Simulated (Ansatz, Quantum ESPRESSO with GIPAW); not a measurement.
# 13C and 1H NMR of CH9ClN6, calculated, part 2 of 3

Wanted: NMR shieldings and quadrupolar couplings for each site of CH9ClN6.

Quantum ESPRESSO with GIPAW; PBEsol.

So far. Step 2 (Self-consistent run): It converged in 13 cycles to an estimated accuracy of 7e-11 Ry, on 6 irreducible k-points.

## 3. GIPAW: job nmr

Level of this step: DFT, PBEsol, plane-wave PAW (pslibrary 1.0.0 recipes), scalar-relativistic, GIPAW shieldings (Quantum ESPRESSO with GIPAW).

A uniform field breaks periodicity, so gipaw.x applies it as a wave of small q and takes the limit. It solves for the first-order states, builds the induced current and gets the field at each nucleus by Biot–Savart; the PAW spheres add what the smooth waves miss near the nuclei. pawproj makes the reconstruction use the PAW data sets' own projectors.

nmr.in

```
&inputgipaw
  job = 'nmr'
  prefix = 'x'
  tmp_dir = './tmp/'
  restart_mode = 'from_scratch'
  verbosity = 'low'
  q_gipaw = 0.01
  spline_ps = .true.
  conv_threshold = 1.0d-11
  use_nmr_macroscopic_shape = .false.
  pawproj(1) = .true.
  pawproj(2) = .true.
  pawproj(3) = .true.
  pawproj(4) = .true.
/
```

Started as:

```
> mpirun -np 4 gipaw.x -in nmr.in > nmr.out
```

The log of the run:

```text
[banner, memory and clock lines left out]
[a note of our patched build left out]

     Parallelizing q-star over 1 images

     IMPORTANT: XC functional enforced from input :
     Exchange-correlation= PBESOL
                           (   1   4  10   8   0   0   0)
     Any further DFT definition will be discarded
     Please, verify this is what you really want

     In N.pbesol-n-kjpaw_psl.1.0.0-gipaw.UPF the largest augmentation function (projectors 1 and 4, L = 1) is 9.4 times
     as large as its charge; the limit is 4.5
     Functions over the limit replaced by smooth ones with the moment of the charge, as in the saved run: 2

     Check: negative core charge=   -0.000006
[...]
projs nearly linearly dependent: l=0  n1,n2= 1, 2  s=  0.99970544
[...]
WARNING: some symmetry operations do not permute x, y and z, so the susceptibility and the shape term are
     wrong: all shieldings move alike (in wurtzite BN nosym gave 13 and 6 ppm more at 3 and 6 points an axis).
     Run pw.x with nosym, and raise the mesh until the susceptibility stays

     alpha_pv=     41.5090 eV

     spline_ps is .false., expect some extrapolation errors

     q-space interpolation up to    66.00 Rydberg

     GIPAW job: nmr
     NMR macroscopic correction: no
[...]
Computing the magnetic susceptibility     isolve=0    ethr=  0.1000E-10
     Starting from scratch
     k-point #    1 of     6      pool #  1    cpu time:       2.0
[...]
End of magnetic susceptibility calculation

     f-sum rule (1st term):
           -98.7348          0.0062          0.0000
            -0.0062        -98.7348         -0.0000
             0.0000          0.0000        -98.5825

     f-sum rule (2nd term):
            -1.5783         -0.0062          0.0000
             0.0062         -1.5783          0.0000
             0.0000          0.0000         -1.7320

     f-sum rule (should be  -100.3106):
          -100.3130          0.0000          0.0000
            -0.0000       -100.3130         -0.0000
             0.0000          0.0000       -100.3145

[... susceptibilities left out ...]
     Contributions to the NMR chemical shifts: -------------------------------

     Macroscopic shape contribution in ppm:                    0.00
             0.0000          0.0000          0.0000
             0.0000          0.0000          0.0000
             0.0000          0.0000          0.0000

     Core contribution in ppm:

     Atom  1  Cl  pos: ( -0.000000  0.577350  0.220512)  core sigma:        1049.87
     Atom  2  Cl  pos: (  0.500000  0.288675  0.661537)  core sigma:        1049.87
     Atom  3  N   pos: (  0.249987  0.171091  0.220512)  core sigma:         235.22
     Atom  4  N   pos: (  0.523176  0.563985  0.220512)  core sigma:         235.22
     Atom  5  N   pos: (  0.726837  0.130949  0.220512)  core sigma:         235.22
     Atom  6  N   pos: (  0.250013  0.694934  0.661537)  core sigma:         235.22
     Atom  7  N   pos: ( -0.023176  0.302040  0.661537)  core sigma:         235.22
     Atom  8  N   pos: ( -0.226837  0.735076  0.661537)  core sigma:         235.22
     Atom  9  N   pos: (  0.070496  0.157451  0.220512)  core sigma:         235.22
     Atom 10  N   pos: ( -0.398891  0.726248  0.220512)  core sigma:         235.22
     Atom 11  N   pos: (  0.328395  0.848351  0.220512)  core sigma:         235.22
     Atom 12  N   pos: (  0.429504  0.708574  0.661537)  core sigma:         235.22
     Atom 13  N   pos: (  0.898891  0.139777  0.661537)  core sigma:         235.22
     Atom 14  N   pos: (  0.171605  0.017674  0.661537)  core sigma:         235.22
     Atom 15  C   pos: (  0.000000  0.000000  0.220512)  core sigma:         199.99
     Atom 16  C   pos: (  0.000000  0.000000  0.661537)  core sigma:         199.99
     Atom 17  H   pos: (  0.211788  0.627613  0.554075)  core sigma:           0.00
     Atom 18  H   pos: ( -0.062365  0.368805  0.554075)  core sigma:           0.00
     Atom 19  H   pos: ( -0.149423  0.735633  0.554075)  core sigma:           0.00
     Atom 20  H   pos: (  0.288212  0.238412  0.113050)  core sigma:           0.00
     Atom 21  H   pos: (  0.562365  0.497220  0.113050)  core sigma:           0.00
     Atom 22  H   pos: (  0.649423  0.130393  0.113050)  core sigma:           0.00
     Atom 23  H   pos: (  0.288212  0.238412  0.327975)  core sigma:           0.00
     Atom 24  H   pos: (  0.562365  0.497220  0.327975)  core sigma:           0.00
     Atom 25  H   pos: (  0.649423  0.130393  0.327975)  core sigma:           0.00
     Atom 26  H   pos: (  0.211788  0.627613  0.769000)  core sigma:           0.00
[...]
Atom 33  H   pos: (  0.765997  0.127152  0.661537)  core sigma:           0.00
     Atom 34  H   pos: (  0.227118  0.139077  0.661537)  core sigma:           0.00

     Bare contribution in ppm:

     Atom  1  Cl  pos: ( -0.000000  0.577350  0.220512)  bare sigma:          87.34
[...]
Atom  2  Cl  pos: (  0.500000  0.288675  0.661537)  bare sigma:          87.34
[...]
Atom  3  N   pos: (  0.249987  0.171091  0.220512)  bare sigma:          28.54
[...]
Atom  4  N   pos: (  0.523176  0.563985  0.220512)  bare sigma:          28.54
[...]
Atom 19  H   pos: ( -0.149423  0.735633  0.554075)  para_lq sigma:           0.00
[...]
Atom 20  H   pos: (  0.288212  0.238412  0.113050)  para_lq sigma:           0.00
[...]
Atom 21  H   pos: (  0.562365  0.497220  0.113050)  para_lq sigma:           0.00
[...]
Atom 22  H   pos: (  0.649423  0.130393  0.113050)  para_lq sigma:           0.00
[...]
Atom 23  H   pos: (  0.288212  0.238412  0.327975)  para_lq sigma:           0.00
[...]
Atom 24  H   pos: (  0.562365  0.497220  0.327975)  para_lq sigma:           0.00
[...]
Atom 25  H   pos: (  0.649423  0.130393  0.327975)  para_lq sigma:           0.00
[...]
Atom 26  H   pos: (  0.211788  0.627613  0.769000)  para_lq sigma:           0.00
[...]
Atom 33  H   pos: (  0.765997  0.127152  0.661537)  para_lq sigma:           0.00
[...]
Atom 34  H   pos: (  0.227118  0.139077  0.661537)  para_lq sigma:           0.00
[...]
Total NMR chemical shifts in ppm: ---------------------------------------
     (adopting the Simpson convention for anisotropy and asymmetry)-----------

     Atom  1  Cl  pos: ( -0.000000  0.577350  0.220512)  Total sigma:         965.39
           926.1499         -3.3767         -0.0000
             3.3767        926.1499          0.0000
            -0.0000          0.0000       1043.8817

     Cl      1    anisotropy:    117.73    eta:    0.0000
[...]
Atom  2  Cl  pos: (  0.500000  0.288675  0.661537)  Total sigma:         965.39
[... its tensor is left out ...]
     Atom  3  N   pos: (  0.249987  0.171091  0.220512)  Total sigma:         178.59
           212.6192         15.3649         -0.0000
             6.6904        132.9052          0.0000
            -0.0000          0.0000        190.2476

     N       3    anisotropy:    -70.77    eta:    0.5059
[...]
Atom  4  N   pos: (  0.523176  0.563985  0.220512)  Total sigma:         178.59
[... its tensor is left out ...]
     Atom  5  N   pos: (  0.726837  0.130949  0.220512)  Total sigma:         178.59
[... its tensor is left out ...]
     Atom  6  N   pos: (  0.250013  0.694934  0.661537)  Total sigma:         178.59
[... its tensor is left out ...]
     Atom  7  N   pos: ( -0.023176  0.302040  0.661537)  Total sigma:         178.59
[... its tensor is left out ...]
     Atom  8  N   pos: ( -0.226837  0.735076  0.661537)  Total sigma:         178.59
[... its tensor is left out ...]
     Atom  9  N   pos: (  0.070496  0.157451  0.220512)  Total sigma:         123.64
            89.1171         13.0881         -0.0000
            21.9971        141.2026         -0.0000
             0.0000         -0.0000        140.6059

     N       9    anisotropy:    -59.82    eta:    0.1493
[...]
Atom 10  N   pos: ( -0.398891  0.726248  0.220512)  Total sigma:         123.64
[... its tensor is left out ...]
     Atom 11  N   pos: (  0.328395  0.848351  0.220512)  Total sigma:         123.64
[... its tensor is left out ...]
     Atom 12  N   pos: (  0.429504  0.708574  0.661537)  Total sigma:         123.64
[... its tensor is left out ...]
     Atom 13  N   pos: (  0.898891  0.139777  0.661537)  Total sigma:         123.64
[... its tensor is left out ...]
     Atom 14  N   pos: (  0.171605  0.017674  0.661537)  Total sigma:         123.64
[... its tensor is left out ...]
     Atom 15  C   pos: (  0.000000  0.000000  0.220512)  Total sigma:           9.32
           -35.5043         20.9349          0.0000
           -20.9349        -35.5043          0.0000
             0.0000         -0.0000         98.9625

     C      15    anisotropy:    134.47    eta:    0.0000
[...]
Atom 16  C   pos: (  0.000000  0.000000  0.661537)  Total sigma:           9.32
[... its tensor is left out ...]
     Atom 17  H   pos: (  0.211788  0.627613  0.554075)  Total sigma:          19.95
            20.5877          4.0212          5.6163
             3.8906         15.7106          4.2972
             4.5338          4.8307         23.5582

     H      17    anisotropy:     14.95    eta:    0.3725
[...]
Atom 18  H   pos: ( -0.062365  0.368805  0.554075)  Total sigma:          19.95
[... its tensor is left out ...]
     Atom 19  H   pos: ( -0.149423  0.735633  0.554075)  Total sigma:          19.95
[... its tensor is left out ...]
     Atom 20  H   pos: (  0.288212  0.238412  0.113050)  Total sigma:          19.95
[... its tensor is left out ...]
     Atom 21  H   pos: (  0.562365  0.497220  0.113050)  Total sigma:          19.95
[... its tensor is left out ...]
     Atom 22  H   pos: (  0.649423  0.130393  0.113050)  Total sigma:          19.95
[... its tensor is left out ...]
     Atom 23  H   pos: (  0.288212  0.238412  0.327975)  Total sigma:          19.95
[... its tensor is left out ...]
     Atom 24  H   pos: (  0.562365  0.497220  0.327975)  Total sigma:          19.95
[... its tensor is left out ...]
     Atom 25  H   pos: (  0.649423  0.130393  0.327975)  Total sigma:          19.95
[... its tensor is left out ...]
     Atom 26  H   pos: (  0.211788  0.627613  0.769000)  Total sigma:          19.95
[... its tensor is left out ...]
     Atom 27  H   pos: ( -0.062365  0.368805  0.769000)  Total sigma:          19.95
[... its tensor is left out ...]
     Atom 28  H   pos: ( -0.149423  0.735633  0.769000)  Total sigma:          19.95
[... its tensor is left out ...]
     Atom 29  H   pos: ( -0.006885  0.266229  0.220512)  Total sigma:          14.03
            14.8272         -3.0955          0.0000
            -1.9266         23.1470         -0.0000
             0.0000         -0.0000          4.1235

     H      29    anisotropy:    -14.86    eta:    0.9807
[...]
Atom 30  H   pos: ( -0.265997  0.738873  0.220512)  Total sigma:          14.03
[... its tensor is left out ...]
     Atom 31  H   pos: (  0.272882  0.726949  0.220512)  Total sigma:          14.03
[... its tensor is left out ...]
     Atom 32  H   pos: (  0.506885  0.599797  0.661537)  Total sigma:          14.03
[... its tensor is left out ...]
     Atom 33  H   pos: (  0.765997  0.127152  0.661537)  Total sigma:          14.03
[... its tensor is left out ...]
     Atom 34  H   pos: (  0.227118  0.139077  0.661537)  Total sigma:          14.03
[... its tensor is left out ...]
```

It took 14 min on 4 MPI ranks of Arm Neoverse V1, shared host; peak memory 1.1 GiB; 57 min of CPU time.

The f-sum rule is met to 0.0039 of 100.3 (0.004 %). Converged shieldings require that this miss be small, but a small miss does not prove them. gipaw.x warns that with these symmetry operations the susceptibility and the shape term are unreliable; the other terms are not touched. This build smooths some augmentation functions of the files as it reads them, which, it says, moves results; by how much was not measured here.

From the symmetric part of each tensor, with principal values σ11 ≤ σ22 ≤ σ33: σ_iso is their mean, the span is σ33 − σ11 and the skew 3(σ_iso − σ22)/span. (gipaw.x prints an anisotropy in another convention.)

| site | atom no. | atoms in cell | σ_iso (ppm) | span (ppm) | skew |
| --- | --- | --- | --- | --- | --- |
| Cl | 1 | 2 | 965.4 | 117.7 | 1.00 |
| N(1) | 3 | 6 | 178.6 | 82.7 | -0.42 |
| N(2) | 9 | 6 | 123.6 | 62.8 | -0.81 |
| C | 15 | 2 | 9.3 | 134.5 | 1.00 |
| H(1) | 17 | 12 | 19.95 | 16.80 | 0.56 |
| H(2) | 29 | 6 | 14.03 | 19.72 | -0.01 |

The macroscopic shape term is switched off. For a spherical sample the valence susceptibility of this run would add about 7 ppm to every site, a rough estimate, since the susceptibility converges slowly and lacks part of the PAW terms, above all in hexagonal and trigonal cells. Differences within the crystal don't depend on it, but shieldings of different compounds can't be compared to better than a few ppm without it.

An axis of order three or more runs through Cl and C, so two principal values coincide and the skew is ±1. In this run the largest span is that of C (site symmetry -6), with principal values -35.5, -35.5 and 99.0 ppm.

How the isotropic values are made up (ppm). The core part is that of the free atom's core; bare is the current of the smooth valence states; the last two are what the PAW spheres add to the diamagnetic and the paramagnetic current:

```
site    core   bare  reconstruction, dia  reconstruction, para
  Cl  1049.9   87.3                 -8.0                -163.8
N(1)   235.2   28.5                  6.9                 -92.1
N(2)   235.2    6.2                  7.5                -125.2
   C   200.0  -73.9                  4.6                -121.4
H(1)     0.0   18.9                  1.1                   0.0
H(2)     0.0   13.1                  1.0                   0.0
```

(Continued in part 3 of 3.)

[Banner, clock, file and message-heading lines were taken out of the pw.x and gipaw.x logs.]

[Logs are printed without paths, hosts, clocks, repeated set-up lines and the standing remarks that a program may print on its own settings, such as how far it seeks lower states.]

[Hosts, paths, dates, database ids (printed as entryN), source tags and the programs' standing remarks are cut or masked in the printed files.]

[Where no reference line passes its bar on scatter, no shift is given, so a measured shift of this compound may stand uncompared.]
